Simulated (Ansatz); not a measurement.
# What As (Pm-3m, 1 atom in the cell) distorts into, part 3 of 3

Wanted: the energy along a soft mode of As (Pm-3m, 1 atom in the cell) and the structure at the end.

Ansatz 0.2.0; DFT PBEsol, scalar-relativistic, plane waves, PAW.

So far. Step 5 (Energy along the mode, all amplitudes (two of the runs …): The lowest of the steps tried is at 0.04 Å, 0.398 meV/atom below the parent; the bottom of the well need not coincide with a step. Step 7 (The new phase in its own primitive cell): The largest force component left is 0.036 meV/Å and the pressure is 0.000 GPa, within the tolerances set. The cell now holds 20.37 Å³/atom. The relaxed cell has a, b, c = 5.393, 5.496, 10.996 Å (conventional setting).

This is not the structure that As takes at ambient pressure and room temperature (space group No. 166); it is a model or a phase of other conditions.

### Step 8. Modes of the new phase, k-mesh 10×10×10

A relaxed structure may still be a saddle point, so its zone-centre modes are computed. No field response is asked, since the mesh shows no gap.

input.yaml

```yaml
crystal:
  lattice:
    - [0.0, 2.748102361, 5.4978758727]
    - [2.6965388546, 0.0, 5.4978758727]
    - [2.6965388546, 2.748102361, 0.0]
  atoms:
    - { symbol: As, position: [0.9062175873, 0.35860052, 0.64139948] }
    - { symbol: As, position: [0.35860052, 0.9062175873, 0.0937824127] }
    - { symbol: As, position: [0.0937824127, 0.64139948, 0.35860052] }
    - { symbol: As, position: [0.64139948, 0.0937824127, 0.9062175873] }
kpoints:
  mp_grid: { grid: [10, 10, 10] }
hamiltonian:
  xc: pbesol
scf:
  occupations: { method: methfessel_paxton, width: 0.15 }
output:
  eigenvalues: true
phonons:
  method: dfpt
```

Run with:

```
$ ansatz run input.yaml --threads 4 --pin off --max-ram 7168MiB --backend cpu --events-out ev --progress --plain --runs-dir out
```

Numbers of over 12 decimals in the logs are rounded to 6 here.

Output:

```text
zone centre: on kpoints.mp_grid the ground state, and the responses unless they are solved on pairs of k-points, stand on 282 of the mesh's 1000 k-points, reduced under 2 symmetry operations, with k and −k counted as one. Each operation leaves every solved displacement unchanged or reverses it
[...]
Crystal: 4 atoms, lattice volume = 81.483 Å³
Basis set: ecut = 420 eV, 1615 PW (Γ), exchange–correlation on 90×90×90 points (8 copies of the dense FFT grid, shifted against one another)
Bands: 36, of which v1, the nominal top of the filled ones, is band 30 counted from 1 (29 counted from 0)
Symmetry: 8 space group operations
k-points: 282 of 1000 (irreducible under 2 space group operations, time reversal used)
[...]
SCF iter   1: F=—  HF=-19251.828095 eV  |F-HF|=—  |Δ(HF+E_count)|=         —  Δρ=2.14e-3  dr2=4.93e-3  ethr=1.77e-3  ⟨swp⟩=5.4  Hψ=37578  notcnv=0
[...]
SCF iter  10: F=-19251.825534 eV  HF=-19251.825534 eV  |F-HF|=3.64e-12  |Δ(HF+E_count)|=  2.91e-11  S|Δr|=    0.00e0  Δρ=6.95e-8  dr2=3.76e-12  ethr=1.00e-12  ⟨swp⟩=8.0  Hψ=52144  notcnv=0
SCF 1 converged in 10 iterations: F = -19251.825534 eV  dr2 = 3.76e-12
[...]
DFPT response loops at Γ: preconditioner auto → Kerker (q_TF=auto, 2.593 Å⁻¹) (partly filled bands, converged f_vac=0.006); β = 1.00, the filter's whole step (`scf.mixing.beta` (0.50) is not read by the response loops under this deck's `scf.mixing.preconditioner`; to damp them name `kerker` or `kerker_dos`, under which they read `scf.mixing.beta`, and type it under 1.00, their step now; both keys bind the ground state too); Broyden in place of MSR1
SCF converged after 10 iterations
[...]
Free energy (F): -19251.825534 eV
[...]
Internal energy: -19251.825936 eV  (E = F + TS)
E sigma→0 (E₀):  -19251.825635 eV
Entropy (-TS):   0.000402 eV (0.101 meV/atom)
Fermi energy:    11.207102 eV
[...]
--- Band table (eV; the first three rows and the last of 282) ---
  k-point 0: bands = [... 26 lower, 7.5951, 8.1379, 8.1929, 13.3236, 13.7965, 13.8455, 14.7295, 14.7800, ... 2 higher]
  k-point 1: bands = [... 26 lower, 7.7219, 8.2923, 8.4645, 12.8748, 13.8318, 14.1808, 14.5149, 14.6568, ... 2 higher]
  k-point 2: bands = [... 26 lower, 8.1105, 8.6663, 9.1039, 11.8435, 13.3511, 13.4173, 14.4682, 14.7142, ... 2 higher]
  k-point 281: bands = [... 26 lower, 7.8701, 9.1354, 9.2542, 9.3708, 9.5631, 12.9681, 14.9760, 15.6867, ... 2 higher]
--- Phonons (Γ-DFPT): 3 representative perturbations + reference, on 282 of 1000 k-points (Σ response iterations 9) ---
  k mesh reduced under 2 symmetry operations, with k and −k counted as one. Each operation leaves every solved displacement unchanged or reverses it
  ASR residual: 1.279e-5 → 0.000e0 eV/Å²; symmetrization residual: 3.198e-7 eV/Å²
  ASR residual per site (eV/Å²): 1.28e-5 1.28e-5 1.28e-5 1.28e-5
  Γ frequencies (cm⁻¹): -74.68 0.00 0.00 0.00 66.77 78.74 122.40 126.69 129.34 176.40 193.84 195.39
  non-analytic LO–TO correction: not included (Born effective charges unavailable; polar crystals: no LO–TO splitting at Γ)
```

The job ended after 1.8 min (4 threads of Arm Neoverse V1, shared host; peak memory 2.7 GiB).

This step gave:

- sum-rule residual before enforcement: 1.28e-5 eV/Å²
- point group: mmm
- highest optical mode at the zone centre (no LO-TO term): 195.4 cm⁻¹
- lowest optical zone-centre mode: -74.68 cm⁻¹

Patterns of degenerate modes are one choice out of their space. Modes at Γ (negative means imaginary):

```tsv
mode	frequency (cm⁻¹)	symmetry
1	-74.7	B1g
2	0.0	acoustic
3	0.0	acoustic
4	0.0	acoustic
5	66.8	B2g
6	78.7	B3g
7	122.4	Ag
8	126.7	Au
9	129.3	B2u
10	176.4	B3g
11	193.8	Ag
12	195.4	B1u
```

Displacements in mode 1 (-74.7 cm⁻¹), the largest set to 1:
```
As1  1.00  0.00  0.00
As2 -1.00  0.00  0.00
As3 -1.00  0.00  0.00
As4  1.00  0.00  0.00
```

Displacements in mode 7 (122.4 cm⁻¹), the largest set to 1:
```
As1  0.00  0.00 -1.00
As2  0.00  0.00 -1.00
As3  0.00  0.00  1.00
As4  0.00  0.00  1.00
```

Before it was imposed, the acoustic sum rule was missed by 1.3e-5 eV/Å². Small misses are needed for a sound result but don't prove that mesh and cutoff are converged. The lowest optical mode is imaginary, 74.7i cm⁻¹, so the energy falls along it.

### Step 9. Results

```
unstable mode of the parent                                                      : q = (0.25, -0.5, -0.5), 51i cm⁻¹
depth at the lowest point sampled                                                : 0.398 meV/atom
largest atomic shift at that point                                               : 0.04 Å
space group reached (within 0.01 Å)                                              : Fmmm
energy gained over the parent (first relaxation, on the mesh of the frozen mode) : 9.35 meV/atom
volume per atom, phase reached                                                   : 20.4 Å³
lowest optical zone-centre mode, phase reached                                   : -74.7 cm⁻¹
highest optical mode at the zone centre (no LO-TO term), phase reached           : 195 cm⁻¹
```

**Reading.** Along this mode the structure falls into Fmmm, 9.35 meV/atom below the parent. At the parent's cell the well is 0.398 meV/atom deep on the steps tried, with its lowest point at a shift of 0.04 Å. Relaxing atoms and cell changes the gain by +8.95 meV/atom against the lowest step (energies at zero smearing). Most of the total comes from this relaxation. The new phase still has an imaginary mode at the zone centre of its cell, so it is a saddle point on the way to a lower structure. How so shallow a well moves with the k mesh was not tested. Of the 6 patterns followed to their end from this parent, this one ends 70.3 meV/atom above the lowest, R-3m. Each path keeps the symmetry of its pattern, so a lower phase may lie along a pattern not tried. With no gap, or one that is small against the smearing, the frequencies hang on the k mesh and the smearing, most of all near Kohn anomalies.

[Logs are printed without paths, hosts, clocks, repeated set-up lines and the standing remarks that a program may print on its own settings, such as how far it seeks lower states.]

[Hosts, paths, dates, database ids (printed as entryN), source tags and the programs' standing remarks are cut or masked in the printed files.]
